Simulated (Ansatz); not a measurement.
# SiO2 (P4_2/mnm):H_O, thermodynamic levels from a 96-atom cell

Charge states of H_O in SiO2 (P4_2/mnm), set against the band edges. Model: a cell of 96 host atoms with 1 O taken out and 1 H put in.

Main program and level: Ansatz 0.2.0; place-levels on r2SCAN runs: charge-transition levels and formation energies with image-charge correction and potential alignment at the atomic sites; PAW set soft_1.

## 1. The structure

The cell holds 96 atoms: 32 Si, 63 O and 1 H. Its edges and angles: a = 9.926 Å, b = 9.926 Å, c = 11.836 Å, α = 53.4°, β = 53.4°, γ = 73.2°. It derives from SiO2 (space group P4_2/mnm). Nearest the centre at fractional (0.528, 0.722, 0.375): H81 at 0.00 Å, Si74 at 1.76 Å, Si85 at 1.76 Å, Si28 at 1.81 Å, O83 at 2.30 Å, O44 at 2.53 Å, O53 at 2.53 Å, O30 at 2.53 Å.

The host's dielectric constants go in as inputs: (3.41, 3.41, 3.58) for the electrons alone, (11.60, 11.60, 9.01) with the ions, computed on the host (DFPT, PBEsol, on the r2SCAN cell), and a cell off the functional's own equilibrium shifts the ionic part.

The cell's shortest repeat is 9.9 Å.

## 2. What was run first

Levels follow from differences of total energies between charge states, each relaxed by itself.

Each atom starts 0.05 Å or so off its site in a random direction: a symmetric start keeps its symmetry, and would miss off-centre moves and Jahn–Teller distortions. Forces are taken at one point at (¼, ¼, ¼). The cell holds 1 electron more than the neutral one, with a uniform background that keeps it neutral on the whole.

The sampling was tested on the host first: at the k-points planned (1x1x1 shifted 0.25 0.25 0.25) its energy lies 0.004 eV an atom from the dense-mesh value, under the bound of 0.02 eV set for this test; that bounds the host's error, not the defect's.

One of the inputs; charge, spin and start change from state to state.

File qm1.relax/input.yaml:

```yaml
crystal:
  lattice:
    - [0.0, 4.18479536, 2.66840475]
    - [4.18479536, 0.0, 2.66840475]
    - [4.18479536, 4.18479536, 0.0]
  atoms:
    - { symbol: Si, position: [0.0, 0.0, 0.0] }
    - { symbol: Si, position: [0.5, 0.5, 0.5] }
    - { symbol: Si, position: [0.25, 0.25, 0.25] }
    - { symbol: Si, position: [0.75, 0.75, 0.75] }
    - { symbol: O, position: [0.0, 0.0, 0.30610335] }
    - { symbol: O, position: [0.5, 0.5, 0.80610335] }
    - { symbol: O, position: [0.0, 0.0, 0.69389665] }
    - { symbol: O, position: [0.5, 0.5, 0.19389665] }
    - { symbol: O, position: [0.05610335, 0.44389665, 0.75] }
    - { symbol: O, position: [0.55610335, 0.94389665, 0.25] }
    - { symbol: O, position: [0.44389665, 0.05610335, 0.75] }
    - { symbol: O, position: [0.94389665, 0.55610335, 0.25] }
  supercell: [2, 2, 2]
  defects: [{ substitution: { at: 80, symbol: H } }]
total_charge: -1
basis:
  ecutwfc: 500
  xc_grid: 2
hamiltonian:
  xc: r2scan
  pseudopotentials: { kind: paw, azcp: { folder: soft_1 } }
kpoints:
  mp_grid: { grid: [1, 1, 1], shift: [0.25, 0.25, 0.25] }
scf:
  occupations: { method: fixed }
  max_iter: 60
output:
  forces: true
  charged_corrections: { epsilon: [3.41, 3.41, 3.58], static_epsilon: [11.6, 11.6, 9.01] }
relax:
  f_tol: 0.02
  max_steps: 80
  random_displacement: { amplitude: 0.05, seed: 784 }
checkpoint:
  write: "../qm1.relax.run"
  compress: false
  write_wavefunctions: true
  write_every: 100000
```

Started as:

```console
$ ansatz run input.yaml --threads 8 --pin off --max-ram 22609MiB --backend cpu --events-out ev --progress --plain --runs-dir out
```

Defect states can disperse in a cell of this size, so the energy is taken again at a 2×2×2 shifted mesh, on the relaxed structure.

The run of this state that the levels use, under r2SCAN:

File qm1.point/input.yaml:

```yaml
crystal:
  checkpoint: "../qm1.relax.run"
  host: checkpoint
total_charge: -1
basis:
  ecutwfc: 500
  xc_grid: 2
hamiltonian:
  xc: r2scan
  pseudopotentials: { kind: paw, azcp: { folder: soft_1 } }
kpoints:
  mp_grid: { grid: [2, 2, 2], shift: [0.5, 0.5, 0.5] }
scf:
  occupations: { method: fermi_dirac, width: 0.01 }
  max_iter: 60
output:
  forces: true
  eigenvalues: true
  charged_corrections:
    epsilon: [3.41, 3.41, 3.58]
    static_epsilon: [11.6, 11.6, 9.01]
    defect_position: [0.528052, 0.721948, 0.375]
  eigenstates: { localisation: true }
  populations: true
  band_densities: [{ bands: [v1, v1] }, { bands: [c1, c1] }]
  write_density: true
  write_potential: true
  volumetric_format: npy
checkpoint:
  read: "../qm1.relax.run"
  write: "../qm1.point.run"
  compress: false
  write_wavefunctions: false
  write_every: 100000
```

Relaxations under r2SCAN at one point at (¼, ¼, ¼); times on 8 threads of Arm Neoverse V2, shared host:

| charge | moment (μB) | occupations | outcome | steps | largest displacement against the far atoms (Å) | time |
| --- | --- | --- | --- | --- | --- | --- |
| −1 | 0 | fixed | converged | 10 | 0.57 | 2.6 min |
| 0 | 1 | fixed | converged | 8 | 0.36 | 4.1 min |
| +1 | 0 | fixed | converged | 6 | 0.21 | 74 s |
| +2 | 1 | fixed | converged | 8 | 0.21 | 3.2 min |

Single points under r2SCAN at a 2×2×2 shifted mesh; times on 8 threads of Arm Neoverse V2, shared host:

| charge | moment (μB) | occupations | outcome | time |
| --- | --- | --- | --- | --- |
| −1 | 0 | fermi-dirac | converged | 82 s |
| 0 | 1 | fermi-dirac | converged | 3.5 min |
| +1 | 0 | fermi-dirac | converged | 82 s |
| +2 | 1 | fermi-dirac | converged | 3.5 min |

Distances (Å) from H81 to the nearest atoms after relaxation with r2SCAN:

| charge | moment (μB) | 1. | 2. | 3. | 4. | 5. | 6. |
| --- | --- | --- | --- | --- | --- | --- | --- |
| −1 | 0 | Si 1.39 | Si 2.14 | Si 2.14 | O 2.26 | O 2.26 | O 2.26 |
| 0 | 1 | Si 1.54 | Si 2.05 | Si 2.06 | O 2.33 | O 2.33 | O 2.33 |
| +1 | 0 | Si 1.75 | Si 1.75 | Si 2.14 | O 2.18 | O 2.44 | O 2.44 |
| +2 | 1 | Si 1.75 | Si 1.75 | Si 2.15 | O 2.18 | O 2.44 | O 2.44 |

## 3. Levels against the band edges, r2SCAN

A charged cell interacts with its images and the background, and its potential has another zero than the host's. place-levels removes the first by a point-charge model, screened by the static dielectric constant since the ions have relaxed around the charge, and the second by comparing potentials at atoms far from the defect.

The host is a run of the defect-free crystal in the same cutoffs, grids and k-points, so that basis and sampling errors cancel in part in the differences. Its band edges come from a run of the primitive cell that searches the zone for them. The host is run in a cell of 48 atoms on a matching mesh. Chemical potentials are energies per atom of O (O2 molecule) and H (H2 molecule), run with the same functional and cutoff.

File levels.point.yaml:

```yaml
host:
  run: host.point.run
  levels_from: { run: edges.point.run }
states: [qm1.point.run, q0_M1.point.run, qp1.point.run, qp2_M1.point.run]
geometry_from:
  qm1.point.run: qm1.relax.run
  q0_M1.point.run: q0_M1.relax.run
  qp1.point.run: qp1.relax.run
  qp2_M1.point.run: qp2_M1.relax.run
  host.point.run: host.relax.run
chemical_potentials:
  O:
    energy: -565.989614
    dataset: <sha256 of the dataset>
  H:
    energy: -15.945394
    dataset: "<sha256 of the dataset>"
epsilon: [3.41, 3.41, 3.58]
static_epsilon: [11.6, 11.6, 9.01]
vertical:
  - { from: qm1.point.run, to: qm1.point_neutral.run }
  - { from: qp1.point.run, to: qp1.point_neutral.run }
  - { from: qp2_M1.point.run, to: qp2_M1.point_neutral.run }
```

Started as:

```console
$ ansatz place-levels levels.point.yaml -- --threads 8 --pin off --max-ram 22609MiB
```

Numbers of over 12 decimals in the logs are rounded to 6 here.

What it wrote:

```text
[... repeated set-up lines and file paths are left out, and long positions are rounded to six places ...]
(+2/+1) 0.003 eV beneath the valence edge (-0.698 eV without the band-filling correction), in the valence band
(+1/0) 4.544 eV above the valence edge, 1.987 eV under the conduction edge; not on the lower envelope
(0/-1) 4.252 eV above the valence edge, 2.279 eV under the conduction edge; not on the lower envelope
(+1/-1) 4.398 eV above the valence edge, 2.133 eV under the conduction edge: charges between them are lowest nowhere
formation energy of charge +2: +3.278 eV with the Fermi level at the valence edge
formation energy of charge +1: +3.275 eV with the Fermi level at the valence edge
formation energy of charge 0: +7.819 eV with the Fermi level at the valence edge
formation energy of charge -1: +12.071 eV with the Fermi level at the valence edge
vertical -1 to 0: no energy, since no alignment is typed
  the change from vertical[0].from (qm1.point.run) to vertical[0].to (qm1.point_neutral.run): by its potential at epsilon [3.41, 3.41, 3.58] it stands at 0.566 0.683 0.375, with an rms radius of about 1.4 Å (0.9 0.9 0.5 Å across the planes of the cell's [...]
vertical +1 to 0: no energy, since no alignment is typed
  the change from vertical[1].from (qp1.point.run) to vertical[1].to (qp1.point_neutral.run): by its potential at epsilon [3.41, 3.41, 3.58] it stands at 0.582 0.669 0.375, with an rms radius of about 1.9 Å (1.0 1.0 1.2 Å across the planes of the cell's [...]
vertical +2 to 0: no energy, since no alignment is typed
  the change from vertical[2].from (qp2_M1.point.run) to vertical[2].to (qp2_M1.point_neutral.run): by its potential at epsilon [3.41, 3.41, 3.58] it stands at 0.591 0.659 0.375, with an rms radius of about 3.4 Å (1.9 1.9 2.1 Å across the planes of the cell's [...]
  edges by r2scan of host.levels_from (edges.point.run), its mesh sampled to repeats of 26.68 Å (the valence edge +0.102 eV and the conduction edge -0.333 eV from those of the host's own run), gap 6.530 eV; the host is sampled to repeats of 19.85 Å
  the defect's cells are sampled to repeats of 19.85 Å, like sampling
  charge +2: -56415.6413 eV with its correction of +0.386 eV, at epsilon [11.6, 11.6, 9.01], aligned at sites: -0.2365 eV, mean over 33 atomic sites at or beyond 4.96 Å from the defect at [0.5281, 0.7219, 0.3750], with +0.000000 for the charge's moments and [...]
  charge +1: -56406.2642 eV with its correction of +0.085 eV, at epsilon [11.6, 11.6, 9.01], aligned at sites: -0.1301 eV, mean over 33 atomic sites at or beyond 4.96 Å from the defect at [0.5281, 0.7219, 0.3750], with +0.000000 for the charge's moments and [...]
  charge 0: +0.000 eV for its dipole among its images, +0.000 omitted
  charge -1: -56377.3183 eV with its correction of +0.288 eV, at epsilon [11.6, 11.6, 9.01], aligned at sites: -0.0736 eV, mean over 33 atomic sites at or beyond 4.96 Å from the defect at [0.5281, 0.7219, 0.3750], with +0.023916 for the charge's moments and [...]
  of states[3] (qp2_M1.point.run): it parts from the run at its places by a charge that spreads by about 2.1 Å along one vector (1.4 Å or more is wide), by its potential at epsilon [3.41, 3.41, 3.58], taken for that of held ions (one typed too small widens [...]
  of states[1] (q0_M1.point.run): stability_check_not_made
  of vertical[0].to (qm1.point_neutral.run): stability_check_not_made
  of vertical[1].to (qp1.point_neutral.run): stability_check_not_made
  of vertical[2].from (qp2_M1.point.run): its moments are held at its close (magnetization.spin_locking), by a field of 0.139 eV a Bohr magneton, and its energy and levels are of the state that this holds: a run that lets them go can end lower; [...]
  of vertical[2].to (qp2_M1.point_neutral.run): stability_check_not_made
```

It took 0.52 s on 8 threads of Arm Neoverse V2, shared host.

Levels between the charges placed, in eV above the valence top:

|  | gap (eV) | (+2/+1) | (+1/0) | (0/−1) |
| --- | --- | --- | --- | --- |
| r2SCAN | 6.53 | 0.00 | 4.54 | 4.25 |

Corrections by state:

| charge | moment (μB) | image terms and alignment (eV) | band filling (eV) | ε used | over the lowest of its charge, as the program ranks them, band filling apart (eV) |
| --- | --- | --- | --- | --- | --- |
| +2 | 1.0 | 0.386 | -0.695 | principal values (9.01, 11.60, 11.60) | 0.000 |
| +1 | 0.0 | 0.085 | - | principal values (9.01, 11.60, 11.60) | 0.000 |
| 0 | 1.0 | 0.000 | - | - | 0.000 |
| −1 | 0.0 | 0.288 | - | principal values (9.01, 11.60, 11.60) | 0.000 |

The charged structures listed were also run neutral, and place-levels reads from each pair, by the potential or the spins, how wide the charge is by which they differ; that can be the carrier of either run.

| charge | rms radius (Å) | spread where it is widest against the cell (Å) | wide from (Å) | reading |
| --- | --- | --- | --- | --- |
| +2 | 3.4 | 2.13 | 1.37 | wide |
| +1 | 1.9 | 1.16 | 1.37 | narrow |
| −1 | 1.4 | 0.91 | 1.37 | narrow |

The neutral runs of these pairs need not share the spin of the lowest neutral state, and very wide values only mean spread over the cell.

From the program's caveats on the states, each cut to its opening words:

- charge +2 (1 μB): it parts from the run at its places by a charge that spreads by about 2.1 Å along one vector (1.4 Å or more is wide), by its potential at epsilon [3.41, 3.41, [...]
- charge +2 (1 μB): a band-filling correction moves a carrier to the host's band edge, which changes its energy by -0.695 eV
- charge +2 (1 μB): its alignment with the host at atomic sites is doubtful: the mean over the far sites moves by +0.0792 eV from their farther parts to their nearer, more than [...]
- charge +2 (1 μB): its moments are held at its close (magnetization.spin_locking), by a field of 0.139 eV a Bohr magneton, and its energy and levels are of the state that this [...]
- charge +2 (1 μB), 0 (1 μB): flagged: stability check not made

Chemical potentials of the elements' reference phases, run alike. Formation energy by charge state (elemental references; gap 6.53 eV):

| charge | at valence top (eV) | at conduction bottom (eV) | correction included (eV) |
| --- | --- | --- | --- |
| +2 | 3.28 | 16.34 | -0.31 |
| +1 | 3.28 | 9.81 | 0.08 |
| 0 | 7.82 | 7.82 | 0.00 |
| −1 | 12.07 | 5.54 | 0.29 |

(Fermi level (eV), lowest formation energy (eV)): (0.00, 3.28), (0.59, 3.87), (1.19, 4.46), (1.78, 5.05), (2.37, 5.65), (2.97, 6.24), (3.56, 6.84), (4.16, 7.43), (4.75, 7.32), (5.34, 6.73), (5.94, 6.13), (6.53, 5.54)

## 4. Effect of the sampling

The relaxations' own energies give the levels at their sampling, for comparison.

File levels.relax_mesh.yaml:

```yaml
host:
  run: host.relax.run
  levels_from: { run: edges.relax.run }
states: [qm1.relax.run, q0_M1.relax.run, qp1.relax.run, qp2_M1.relax.run]
chemical_potentials:
  O:
    energy: -565.989614
    dataset: <sha256 of the dataset>
  H:
    energy: -15.945394
    dataset: "<sha256 of the dataset>"
```

Started as:

```console
$ ansatz place-levels levels.relax_mesh.yaml -- --threads 8 --pin off --max-ram 22609MiB
```

What it wrote:

```text
[...]
formation energy of charge +2: +3.223 eV with the Fermi level at the valence edge
formation energy of charge +1: +3.216 eV with the Fermi level at the valence edge
formation energy of charge 0: +7.782 eV with the Fermi level at the valence edge
formation energy of charge -1: +12.056 eV with the Fermi level at the valence edge
  edges by r2scan of host.levels_from (edges.relax.run), its mesh sampled to repeats of 26.68 Å (the valence edge +0.097 eV and the conduction edge -0.335 eV from those of the host's own run), gap 6.530 eV; the host is sampled to repeats of 9.93 Å
[... the lines on each state left out ...]
```

The job ended after 0.17 s (8 threads).

Levels between neighbouring charges, in eV above the valence top:

|  | gap (eV) | (+2/+1) | (+1/0) | (0/−1) |
| --- | --- | --- | --- | --- |
| one point at (¼, ¼, ¼) | 6.53 | -0.01 | 4.57 | 4.27 |
| a 2×2×2 shifted mesh | 6.53 | 0.00 | 4.54 | 4.25 |

Going from one point at (¼, ¼, ¼) to a 2×2×2 shifted mesh moves the levels that carry no band-filling term by up to 0.02 eV and formation energies against the elements by up to 0.06 eV; band-filling terms, which differ between samplings, are in these energies.

## 5. A changed set-up

In this try the input is made faulty on purpose, to show what that does.

A choice is tested by changing it alone.

levels.try0.yaml is levels.point.yaml with these lines changed:

```diff
-static_epsilon: [11.6, 11.6, 9.01]
+static_epsilon: [3.41, 3.41, 3.58]
```

Started as:

```console
$ ansatz place-levels levels.try0.yaml -- --threads 8 --pin off --max-ram 22609MiB
```

What it wrote:

```text
[...]
(+1/0) 4.249 eV above the valence edge, 2.282 eV under the conduction edge
(0/-1) 4.558 eV above the valence edge, 1.972 eV under the conduction edge
formation energy of charge +2: +3.573 eV with the Fermi level at the valence edge
formation energy of charge +1: +3.570 eV with the Fermi level at the valence edge
formation energy of charge 0: +7.819 eV with the Fermi level at the valence edge
formation energy of charge -1: +12.377 eV with the Fermi level at the valence edge
vertical -1 to 0: no energy, since no alignment is typed
vertical +1 to 0: no energy, since no alignment is typed
vertical +2 to 0: no energy, since no alignment is typed
[...]
[... the lines on each state left out ...]
```

The change: the electronic dielectric constant for relaxed ions.

Levels in eV above the valence top; the changed ones are not the defect's:

|  | gap (eV) | (+2/+1) | (+1/0) | (0/−1) |
| --- | --- | --- | --- | --- |
| changed | 6.53 | 0.00 | 4.25 | 4.56 |
| as set up | 6.53 | 0.00 | 4.54 | 4.25 |

The largest shift is 0.31 eV, band-filling terms included.

## 6. Summary of results

| Item | Value |
| --- | --- |
| gap of the host | 6.53 eV (r2SCAN) |
| level (plus 2/plus 1) | 0.00 eV below the valence top (-0.70 eV above the valence top without the band-filling term) |
| level (plus 1/0) | 4.54 eV above the valence top, not a change between lowest states |
| level (0/minus 1) | 4.25 eV above the valence top, not a change between lowest states |
| level (plus 1/minus 1) | 4.40 eV above the valence top |
| lowest of the charges placed, just above the valence top (0.02 eV) | +1 |
| lowest of the charges placed, just below the conduction bottom (0.02 eV) | −1 |
| lowest formation energy at mid-gap of the charges run, elemental references | 6.54 eV |

Of the charges placed (−1, 0, +1 and +2), the lowest changes at 4.40 eV (+1/−1) above the valence top, in a gap of 6.53 eV. (+1/−1) passes over charge 0, which lies 0.15 eV above the two there; a lower structure or spin state of it, if missed, would change that. Charges below −1 were not placed, so these runs say nothing of levels that involve them. States placed: +2 at 1 μB; +1 at 0 μB; 0 at 1 μB; −1 at 0 μB. Other spin states or structures, where not listed, weren't placed. The program finds carriers beyond a band edge of the host and adds a band-filling term at charge +2 (-0.70 eV); steps to such a charge show no bound level, and a defect level inside a band would be read the same way. H is taken at its element; compounds, which aren't counted here, bound the chemical potentials and would shift these formation energies. Going from one point at (¼, ¼, ¼) to a 2×2×2 shifted mesh moves the levels that carry no band-filling term by up to 0.02 eV and formation energies against the elements by up to 0.06 eV; band-filling terms, which differ between samplings, are in these energies. The program doubts the alignment of potentials for at least one state, a sign that the cell is small. Limits: r2SCAN makes the gap too small and tends to spread out bound carriers; where a gas molecule sets a chemical potential or the host's formation energy, its binding is uncorrected.

[Logs are printed without paths, hosts, clocks, repeated set-up lines and the standing remarks that a program may print on its own settings, such as how far it seeks lower states.]

[Hosts, paths, dates, database ids (printed as entryN), source tags and the programs' standing remarks are cut or masked in the printed files.]

[Where a table of states has a column of steps, it counts the stored structures, which are thinned; the runs took as many ionic steps or more.]

[A defect's name tells the site on which it was built; relaxed atoms can leave that site.]

[For some hosts the program warned that the k-mesh of the response run may be too coarse for force constants and the static dielectric constant; such warnings are not shown here.]
